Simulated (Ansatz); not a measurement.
# From spin parameters to the magnetic ion

A crystal has the composition RbMF4, where M is a 3d element. A calculation (PBE+U, spin-orbit coupling in second variation, Ansatz) gives:

| Quantity | Value |
| --- | --- |
| S | 5/2 |
| g | ⊥ 2.0090, ∥ 2.0066 |
| D, with anisotropic exchange | -0.294 cm⁻¹ (-8.83 GHz) |
| moment in its sphere | 3.99 μB |

Q: Name the magnetic ion and its oxidation state.

The crystal is RbFeF4, space group P4/mmm. The spin sits on Fe, with 6 F at 1.89 to 1.95 Å round it. With the usual charges of the other elements M must be +3. The high-spin ion of that charge with S = 5/2 in this row is Fe³⁺ high-spin d⁵. Low-spin ions are left aside. The shift from the free-electron value is small, as for a half-filled shell without orbital momentum.

[Hosts, paths, dates, database ids (printed as entryN), source tags and the programs' standing remarks are cut or masked in the printed files.]
